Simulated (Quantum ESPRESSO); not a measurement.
# Ir (Fm-3m): coupling and resistivity with EPW

Wanted: λ, Tc and ρ(T) of Ir (Fm-3m) from Quantum ESPRESSO and EPW.

Main program and level: Quantum ESPRESSO 7.5; DFT LDA, scalar-relativistic, plane waves, PseudoDojo 0.4.1 norm-conserving pseudopotentials.

**Measured values to reproduce.**

“List of superconductors” (2026, Wikipedia's table of superconducting elements, as read in December) quotes from earlier work for Ir (bulk crystal): superconducting transition temperature (bulk, normal pressure) 0.14 K.

## (1) The structure

The structure is cubic, space group Fm-3m (No. 225). Conventional cell: a = 3.831 Å, b = 3.831 Å, c = 3.831 Å, α = 90.00°, β = 90.00°, γ = 90.00°. Nearest to Ir lie 12 Ir at 2.71 Å.

## (2) Relaxation

The cell is relaxed under the functional used for all that follows.

The input, relax.in:

```
 &control
    calculation='vc-relax',
    prefix='x',
    outdir='./tmp',
    pseudo_dir='./pseudo',
    tprnfor=.true.,
    tstress=.true.,
    etot_conv_thr=1.0d-05,
    forc_conv_thr=4.0d-04,
 /
 &system
    ibrav=0,
    nat=1,
    ntyp=1,
    ecutwfc=56.0,
    occupations='smearing',
    smearing='mv',
    degauss=0.02,
 /
 &electrons
    conv_thr=1.0d-11,
 /
 &ions
 /
 &cell
    press_conv_thr=0.4,
 /
ATOMIC_SPECIES
 Ir    192.2170  Ir.upf
CELL_PARAMETERS angstrom
     0.000000000    1.915600000    1.915600000
     1.915600000    0.000000000    1.915600000
     1.915600000    1.915600000    0.000000000
ATOMIC_POSITIONS crystal
 Ir     0.000000000   0.000000000   0.000000000
K_POINTS automatic
 12 12 12 0 0 0
```

The run is started by

```bash
$ OMP_NUM_THREADS=1 mpirun -n 8 pw.x -nk 8 -in relax.in > relax.out
```

Output:

```text
Program PWSCF v.7.5

     This program is part of the open-source Quantum ESPRESSO suite
     for quantum simulation of materials; please cite
         "P. Giannozzi et al., J. Phys.:Condens. Matter 21 395502 (2009);
         "P. Giannozzi et al., J. Phys.:Condens. Matter 29 465901 (2017);
         "P. Giannozzi et al., J. Chem. Phys. 152 154105 (2020);
     in publications or presentations arising from this work. More details at

     Message from routine setup:
     using ibrav=0 with symmetry is DISCOURAGED, use correct ibrav instead

     G-vector sticks info
     --------------------
     sticks:   dense  smooth     PW     G-vecs:    dense   smooth      PW
     Sum         409     409    127                 5329     5329     965

     Using Slab Decomposition

     bravais-lattice index     =            0
     lattice parameter (alat)  =       5.1194  a.u.
     unit-cell volume          =      94.8727 (a.u.)^3
     number of atoms/cell      =            1
     number of atomic types    =            1
     number of electrons       =        17.00
     number of Kohn-Sham states=           13
     kinetic-energy cutoff     =      56.0000  Ry
     charge density cutoff     =     224.0000  Ry
     scf convergence threshold =      1.0E-11
     mixing beta               =       0.7000
     number of iterations used =            8  plain     mixing
     energy convergence thresh.=      1.0E-05
     force convergence thresh. =      4.0E-04
     press convergence thresh. =      4.0E-01
     Exchange-correlation= SLA  PW   NOGX NOGC
                           (   1   4   0   0   0   0   0)
     nstep                     =           50

     celldm(1)=   5.119396  celldm(2)=   0.000000  celldm(3)=   0.000000
     celldm(4)=   0.000000  celldm(5)=   0.000000  celldm(6)=   0.000000

     crystal axes: (cart. coord. in units of alat)
               a(1) = (   0.000000   0.707107   0.707107 )
               a(2) = (   0.707107   0.000000   0.707107 )
               a(3) = (   0.707107   0.707107   0.000000 )
[...]
number of Kohn-Sham states=           13
     number of k points=    72  Marzari-Vanderbilt smearing, width (Ry)=  0.0200
     estimated scf accuracy    <       0.01825933 Ry
     estimated scf accuracy    <       0.00360687 Ry
     estimated scf accuracy    <       0.00003804 Ry
     estimated scf accuracy    <       0.00000080 Ry
     estimated scf accuracy    <       0.00000009 Ry
     estimated scf accuracy    <          5.3E-11 Ry
     estimated scf accuracy    <          1.7E-11 Ry
     the Fermi energy is    26.4063 ev
!    total energy              =    -229.92496800 Ry
     estimated scf accuracy    <          8.0E-15 Ry
     convergence has been achieved in   8 iterations
          total   stress  (Ry/bohr**3)                   (kbar)     P=       -2.07
   JOB DONE.
```

Run time: 5.7 s. Hardware: 8 MPI ranks of Arm Neoverse V2, shared host; 40 s of CPU time.

This step gave:

```yaml
free_energy: -3128.2886 eV
pressure: -0.207 GPa
volume_per_atom: 13.75 Å³/atom
```

The volume ends at 13.75 Å³ an atom, -2.2 % from the start.

## (3) Ground state

Linear response needs a tightly converged ground state.

The input, scf.in:

```
 &control
    calculation='scf',
    prefix='x',
    outdir='./tmp',
    pseudo_dir='./pseudo',
    tprnfor=.true.,
    tstress=.true.,
 /
 &system
    ibrav=0,
    nat=1,
    ntyp=1,
    ecutwfc=56.0,
    occupations='smearing',
    smearing='mv',
    degauss=0.02,
 /
 &electrons
    conv_thr=1.0d-12,
 /
ATOMIC_SPECIES
 Ir    192.2170  Ir.upf
CELL_PARAMETERS angstrom
     0.000000000    1.901452400    1.901452400
     1.901452400    0.000000000    1.901452400
     1.901452400    1.901452400    0.000000000
ATOMIC_POSITIONS crystal
 Ir     0.000000000   0.000000000   0.000000000
K_POINTS automatic
 12 12 12 0 0 0
```

The run is started by

```bash
$ OMP_NUM_THREADS=1 mpirun -n 8 pw.x -nk 8 -in scf.in > scf.out
```

Output:

```text
[banner, memory and clock lines left out]
[...]
number of Kohn-Sham states=           13
     number of k points=    72  Marzari-Vanderbilt smearing, width (Ry)=  0.0200
     estimated scf accuracy    <       0.01779794 Ry
     estimated scf accuracy    <       0.00328640 Ry
     estimated scf accuracy    <       0.00003719 Ry
     estimated scf accuracy    <       0.00000074 Ry
     estimated scf accuracy    <       0.00000010 Ry
     estimated scf accuracy    <          5.1E-11 Ry
     estimated scf accuracy    <          1.3E-11 Ry
     the Fermi energy is    26.4063 ev
!    total energy              =    -229.92496800 Ry
     estimated scf accuracy    <          1.7E-14 Ry
     convergence has been achieved in   8 iterations
          total   stress  (Ry/bohr**3)                   (kbar)     P=       -2.07
```

The job ended after 1.9 s (8 MPI ranks; 13 s of CPU time).

Numbers from this step:

```yaml
fermi_energy: 26.41 eV
```

The Fermi level lies at 26.41 eV and the pressure is -0.21 GPa.

## (4) Phonons on the coarse mesh

ph.x gives the dynamical matrices and the changes of the potential on a coarse q mesh, which EPW interpolates.

The input, ph.in:

```
phonons
 &inputph
    prefix='x',
    outdir='./tmp',
    tr2_ph=1.0d-14,
    fildyn='x.dyn',
    fildvscf='dvscf',
    ldisp=.true.,
    nq1=4,
    nq2=4,
    nq3=4,
    alpha_mix(1)=0.5,
    amass(1)=192.217,
 /
```

The run is started by

```bash
$ OMP_NUM_THREADS=1 mpirun -n 8 ph.x -nk 8 -in ph.in > ph.out
```

Output:

```text
[banner, memory and clock lines left out]
Program PHONON v.7.5

     ./tmp/x.save/

     IMPORTANT: XC functional enforced from input :
     Exchange-correlation= PW
                           (   1   4   0   0   0   0   0)
     Any further DFT definition will be discarded
     Please, verify this is what you really want

     G-vector sticks info

     Reading collected, re-writing distributed wavefunctions in ./tmp/

     Dynamical matrices for ( 4, 4, 4)  uniform grid of q-points
     (   8 q-points):
       N         xq(1)         xq(2)         xq(3)
       1   0.000000000   0.000000000   0.000000000
       2   0.176776695   0.176776695  -0.176776695
       3  -0.353553391  -0.353553391   0.353553391
       4   0.353553391   0.000000000   0.000000000
       5  -0.176776695  -0.530330086   0.530330086
       6   0.000000000  -0.353553391   0.353553391
       7  -0.707106781   0.000000000   0.000000000
       8  -0.707106781   0.353553391   0.000000000

     Number and degeneracy of irreps per q-point
       N         xq(1)         xq(2)         xq(3)   N irreps
       1   0.000000000   0.000000000   0.000000000       1
        3
       2   0.176776695   0.176776695  -0.176776695       2
        1   2
       3  -0.353553391  -0.353553391   0.353553391       2
        1   2
       4   0.353553391   0.000000000   0.000000000       2
        1   2
       5  -0.176776695  -0.530330086   0.530330086       3
     No degeneracy
       6   0.000000000  -0.353553391   0.353553391       3
     No degeneracy
       7  -0.707106781   0.000000000   0.000000000       2
        1   2
       8  -0.707106781   0.353553391   0.000000000       2
        1   2

     Saving dvscf to file. Distribute only q points, not irreducible representations.

     Calculation of q =    0.0000000   0.0000000   0.0000000

     phonons

     bravais-lattice index     =            0
     lattice parameter (alat)  =       5.0816  a.u.
     unit-cell volume          =      92.7861 (a.u.)^3
     number of atoms/cell      =            1
     number of atomic types    =            1
     kinetic-energy cut-off    =      56.0000  Ry
     charge density cut-off    =     224.0000  Ry
     convergence threshold     =      1.0E-14
     beta                      =       0.5000
     number of iterations used =            4
     Exchange-correlation= PW
                           (   1   4   0   0   0   0   0)

     celldm(1)=    5.08159  celldm(2)=    0.00000  celldm(3)=    0.00000
     celldm(4)=    0.00000  celldm(5)=    0.00000  celldm(6)=    0.00000

     crystal axes: (cart. coord. in units of alat)
               a(1) = (  0.0000  0.7071  0.7071 )
               a(2) = (  0.7071  0.0000  0.7071 )
               a(3) = (  0.7071  0.7071  0.0000 )

     reciprocal axes: (cart. coord. in units 2 pi/alat)
               b(1) = ( -0.7071  0.7071  0.7071 )
               b(2) = (  0.7071 -0.7071  0.7071 )
               b(3) = (  0.7071  0.7071 -0.7071 )

     Atoms inside the unit cell:

     Cartesian axes

     site n.  atom      mass           positions (alat units)
        1  Ir    192.2170   tau(    1) = (    0.00000    0.00000    0.00000  )

     Computing dynamical matrix for
                    q = (   0.0000000   0.0000000   0.0000000 )

     49 Sym.Ops. (with q -> -q+G )

     G cutoff =  146.5166  (   5209 G-vectors)     FFT grid: ( 25, 25, 25)

     number of k points=    72  Marzari-Vanderbilt smearing, width (Ry)=  0.0200

     PseudoPot. # 1 for Ir read from file:
     ./pseudo/Ir.upf
     Pseudo is Norm-conserving + core correction, Zval = 17.0
     Using radial grid of 1296 points,  8 beta functions with:
                l(1) =   0
                l(2) =   0
                l(3) =   1
                l(4) =   1
                l(5) =   2
                l(6) =   2
                l(7) =   3
                l(8) =   3

     Mode symmetry, O_h (m-3m)  point group:

     Atomic displacements:
     There are    1 irreducible representations

     Representation     1      3 modes -  To be done

     Alpha used in Ewald sum =   2.2000

     Representation #   1 modes #   1   2   3

     Self-consistent Calculation

     Pert. #  1: Fermi energy shift (Ry) =    -3.3173E-25    -2.7428E-38
     Pert. #  2: Fermi energy shift (Ry) =     1.7233E-25    -4.7020E-38
     Pert. #  3: Fermi energy shift (Ry) =    -1.0340E-25    -4.3101E-38

      thresh= 1.000E-02 alpha_mix =  0.500 |ddv_scf|^2 =  1.621E-05

     Pert. #  1: Fermi energy shift (Ry) =     1.2192E-24     2.3265E-38
     Pert. #  2: Fermi energy shift (Ry) =     1.6371E-25     8.0815E-39
     Pert. #  3: Fermi energy shift (Ry) =    -2.9296E-25     5.6326E-39

      thresh= 4.026E-04 alpha_mix =  0.500 |ddv_scf|^2 =  4.314E-07

     Pert. #  1: Fermi energy shift (Ry) =    -3.4466E-26     3.6734E-40
     Pert. #  2: Fermi energy shift (Ry) =    -2.7573E-25     9.7958E-40
     Pert. #  3: Fermi energy shift (Ry) =     2.7573E-25    -8.5713E-40

      thresh= 6.568E-05 alpha_mix =  0.500 |ddv_scf|^2 =  5.769E-09

     Pert. #  1: Fermi energy shift (Ry) =     8.1318E-26    -1.5306E-40
     Pert. #  2: Fermi energy shift (Ry) =    -1.8956E-25     6.1224E-41
     Pert. #  3: Fermi energy shift (Ry) =    -1.8095E-25     2.7551E-40

      thresh= 7.596E-06 alpha_mix =  0.500 |ddv_scf|^2 =  3.925E-11

     Pert. #  1: Fermi energy shift (Ry) =    -5.0002E-25     1.9132E-42
     Pert. #  2: Fermi energy shift (Ry) =    -2.8757E-25    -2.6785E-41
     Pert. #  3: Fermi energy shift (Ry) =     2.1541E-25     7.6530E-42

      thresh= 6.265E-07 alpha_mix =  0.500 |ddv_scf|^2 =  1.114E-12

     Pert. #  1: Fermi energy shift (Ry) =    -3.8774E-25    -1.4349E-42
     Pert. #  2: Fermi energy shift (Ry) =    -1.3894E-25     4.3048E-42
     Pert. #  3: Fermi energy shift (Ry) =    -1.4217E-25     7.1746E-43

      thresh= 1.055E-07 alpha_mix =  0.500 |ddv_scf|^2 =  4.695E-14

     Pert. #  1: Fermi energy shift (Ry) =    -1.4944E-25    -1.4349E-42
     Pert. #  2: Fermi energy shift (Ry) =    -1.2925E-26    -9.5662E-43
     Pert. #  3: Fermi energy shift (Ry) =    -2.3534E-25     2.3915E-43

      thresh= 2.167E-08 alpha_mix =  0.500 |ddv_scf|^2 =  6.342E-17

     End of self-consistent calculation

     Convergence has been achieved

     Number of q in the star =    1
     List of q in the star:
          1   0.000000000   0.000000000   0.000000000

     Diagonalizing the dynamical matrix

     q = (    0.000000000   0.000000000   0.000000000 )

 **************************************************************************
     freq (    1) =       0.031480 [THz] =       1.050049 [cm-1]
     freq (    2) =       0.031480 [THz] =       1.050049 [cm-1]
[...]
thresh= 7.268E-06 alpha_mix =  0.500 |ddv_scf|^2 =  1.258E-10

      thresh= 1.122E-06 alpha_mix =  0.500 |ddv_scf|^2 =  1.525E-12

      thresh= 1.235E-07 alpha_mix =  0.500 |ddv_scf|^2 =  6.360E-15

     End of self-consistent calculation

     Convergence has been achieved

     Representation #   2 modes #   2   3

     Self-consistent Calculation

      thresh= 1.000E-02 alpha_mix =  0.500 |ddv_scf|^2 =  9.785E-05

      thresh= 9.892E-04 alpha_mix =  0.500 |ddv_scf|^2 =  1.222E-07

[...]
End of self-consistent calculation

     Convergence has been achieved

     Number of q in the star =    3
     List of q in the star:
          1  -0.707106781  -0.000000000   0.000000000
          2   0.000000000  -0.000000000  -0.707106781
          3  -0.000000000  -0.707106781   0.000000000

     Diagonalizing the dynamical matrix

     q = (   -0.707106781   0.000000000   0.000000000 )

 **************************************************************************
     freq (    1) =       4.713219 [THz] =     157.216076 [cm-1]
     freq (    2) =       4.713219 [THz] =     157.216076 [cm-1]
     freq (    3) =       6.388506 [THz] =     213.097606 [cm-1]
 **************************************************************************

     Mode symmetry, D_4h(4/mmm) point group:

     freq (   1-   2) =        157.2  [cm-1]   --> E_u  X_5' M_5'
     freq (   3-   3) =        213.1  [cm-1]   --> A_2u X_4' M_4'

     Calculation of q =   -0.7071068   0.3535534   0.0000000

     G-vector sticks info

     Title:
     phonons

     bravais-lattice index     =            0
     lattice parameter (alat)  =       5.0816  a.u.
     unit-cell volume          =      92.7861 (a.u.)^3
     number of atoms/cell      =            1
     number of atomic types    =            1
     number of electrons       =        17.00
     number of Kohn-Sham states=           13
     kinetic-energy cutoff     =      56.0000  Ry
     charge density cutoff     =     224.0000  Ry
     Exchange-correlation= PW
                           (   1   4   0   0   0   0   0)

     celldm(1)=   5.081587  celldm(2)=   0.000000  celldm(3)=   0.000000
     celldm(4)=   0.000000  celldm(5)=   0.000000  celldm(6)=   0.000000

     crystal axes: (cart. coord. in units of alat)
               a(1) = (   0.000000   0.707107   0.707107 )
               a(2) = (   0.707107   0.000000   0.707107 )
               a(3) = (   0.707107   0.707107   0.000000 )

     reciprocal axes: (cart. coord. in units 2 pi/alat)
               b(1) = ( -0.707107  0.707107  0.707107 )
               b(2) = (  0.707107 -0.707107  0.707107 )
               b(3) = (  0.707107  0.707107 -0.707107 )

     PseudoPot. # 1 for Ir read from file:
     ./pseudo/Ir.upf
     Pseudo is Norm-conserving + core correction, Zval = 17.0
     Using radial grid of 1296 points,  8 beta functions with:
[...]
atomic species   valence    mass     pseudopotential
     Ir               17.00   192.21700     Ir( 1.00)

     48 Sym. Ops., with inversion, found

   Cartesian axes

     site n.     atom                  positions (alat units)
         1        Ir     tau(   1) = (   0.0000000   0.0000000   0.0000000  )

     number of k points=   524  Marzari-Vanderbilt smearing, width (Ry)=  0.0200

     Number of k-points >= 100: set verbosity='high' to print them.

     Dense  grid:     5209 G-vectors     FFT dimensions: (  25,  25,  25)

     The potential is recalculated from file :
     ./tmp/_ph0/x.q_8/x.save/charge-density

     Starting wfcs are   10 atomic +    3 random wfcs

     Band Structure Calculation
     Davidson diagonalization with overlap

     ethr =  5.88E-11,  avg # of iterations = 12.8

     End of band structure calculation

     Number of k-points >= 100: set verbosity='high' to print the bands.

     the Fermi energy is    26.4063 ev

     Writing config to output data dir ./tmp/_ph0/x.q_8/x.save/ :
     XML data file

     phonons

     bravais-lattice index     =            0
     lattice parameter (alat)  =       5.0816  a.u.
     unit-cell volume          =      92.7861 (a.u.)^3
     number of atoms/cell      =            1
     number of atomic types    =            1
     kinetic-energy cut-off    =      56.0000  Ry
     charge density cut-off    =     224.0000  Ry
     convergence threshold     =      1.0E-14
     beta                      =       0.5000
     number of iterations used =            4
     Exchange-correlation= PW
                           (   1   4   0   0   0   0   0)

     celldm(1)=    5.08159  celldm(2)=    0.00000  celldm(3)=    0.00000
     celldm(4)=    0.00000  celldm(5)=    0.00000  celldm(6)=    0.00000

     crystal axes: (cart. coord. in units of alat)
               a(1) = (  0.0000  0.7071  0.7071 )
               a(2) = (  0.7071  0.0000  0.7071 )
               a(3) = (  0.7071  0.7071  0.0000 )

     reciprocal axes: (cart. coord. in units 2 pi/alat)
               b(1) = ( -0.7071  0.7071  0.7071 )
               b(2) = (  0.7071 -0.7071  0.7071 )
               b(3) = (  0.7071  0.7071 -0.7071 )

     Atoms inside the unit cell:

     Cartesian axes

     site n.  atom      mass           positions (alat units)
        1  Ir    192.2170   tau(    1) = (    0.00000    0.00000    0.00000  )

     Computing dynamical matrix for
                    q = (  -0.7071068   0.3535534   0.0000000 )

      8 Sym.Ops. (no q -> -q+G )

     G cutoff =  146.5166  (   5209 G-vectors)     FFT grid: ( 25, 25, 25)

     number of k points=   524  Marzari-Vanderbilt smearing, width (Ry)=  0.0200

     PseudoPot. # 1 for Ir read from file:
     ./pseudo/Ir.upf
     Pseudo is Norm-conserving + core correction, Zval = 17.0
     Using radial grid of 1296 points,  8 beta functions with:
                l(1) =   0
                l(2) =   0
                l(3) =   1
                l(4) =   1
                l(5) =   2
                l(6) =   2
                l(7) =   3
                l(8) =   3

     Mode symmetry, D_2d (-42m) point group:

     Atomic displacements:
     There are    2 irreducible representations

     Representation     1      1 modes -  To be done

     Representation     2      2 modes -  To be done

     Alpha used in Ewald sum =   2.2000

     Representation #   1 mode #   1

     Self-consistent Calculation

[...]
thresh= 1.044E-08 alpha_mix =  0.500 |ddv_scf|^2 =  1.809E-15

     End of self-consistent calculation

     Convergence has been achieved

     Representation #   2 modes #   2   3

     Self-consistent Calculation

      thresh= 1.000E-02 alpha_mix =  0.500 |ddv_scf|^2 =  3.407E-04

      thresh= 1.846E-03 alpha_mix =  0.500 |ddv_scf|^2 =  2.245E-05

      thresh= 4.738E-04 alpha_mix =  0.500 |ddv_scf|^2 =  6.281E-08

      thresh= 2.506E-05 alpha_mix =  0.500 |ddv_scf|^2 =  2.372E-09

      thresh= 4.871E-06 alpha_mix =  0.500 |ddv_scf|^2 =  9.138E-12

      thresh= 3.023E-07 alpha_mix =  0.500 |ddv_scf|^2 =  9.273E-13

      thresh= 9.630E-08 alpha_mix =  0.500 |ddv_scf|^2 =  6.462E-15

     End of self-consistent calculation

     Convergence has been achieved

     Number of q in the star =    6
     List of q in the star:
          1  -0.707106781   0.353553391  -0.000000000
          2   0.707106781   0.000000000   0.353553391
          3   0.707106781  -0.000000000  -0.353553391
          4   0.707106781  -0.353553391   0.000000000
          5   0.353553391  -0.000000000  -0.707106781
          6  -0.353553391  -0.000000000   0.707106781

     Diagonalizing the dynamical matrix

     q = (   -0.707106781   0.353553391   0.000000000 )

 **************************************************************************
     freq (    1) =       5.278319 [THz] =     176.065756 [cm-1]
     freq (    2) =       5.526211 [THz] =     184.334572 [cm-1]
     freq (    3) =       5.526211 [THz] =     184.334572 [cm-1]
 **************************************************************************

     Mode symmetry, D_2d (-42m) point group:

     freq (   1-   1) =        176.1  [cm-1]   --> B_2  X_3  W_2
     freq (   2-   3) =        184.3  [cm-1]   --> E    X_5  W_3
```

The job ended after 5.6 min (8 MPI ranks).

Numbers from this step:

```yaml
lowest_frequency_off_the_zone_centre: 93.66 cm⁻¹
largest_magnitude_of_the_acoustic_modes_at_the_zone_centre_before_the_sum_rule: 1.050 cm⁻¹
```

(Continued in part 2 of 4.)

[The logs of pw.x and epw.x are selected lines.]

[Logs are printed without paths, hosts, clocks, repeated set-up lines and the standing remarks that a program may print on its own settings, such as how far it seeks lower states.]

[Hosts, paths, dates, database ids (printed as entryN), source tags and the programs' standing remarks are cut or masked in the printed files.]
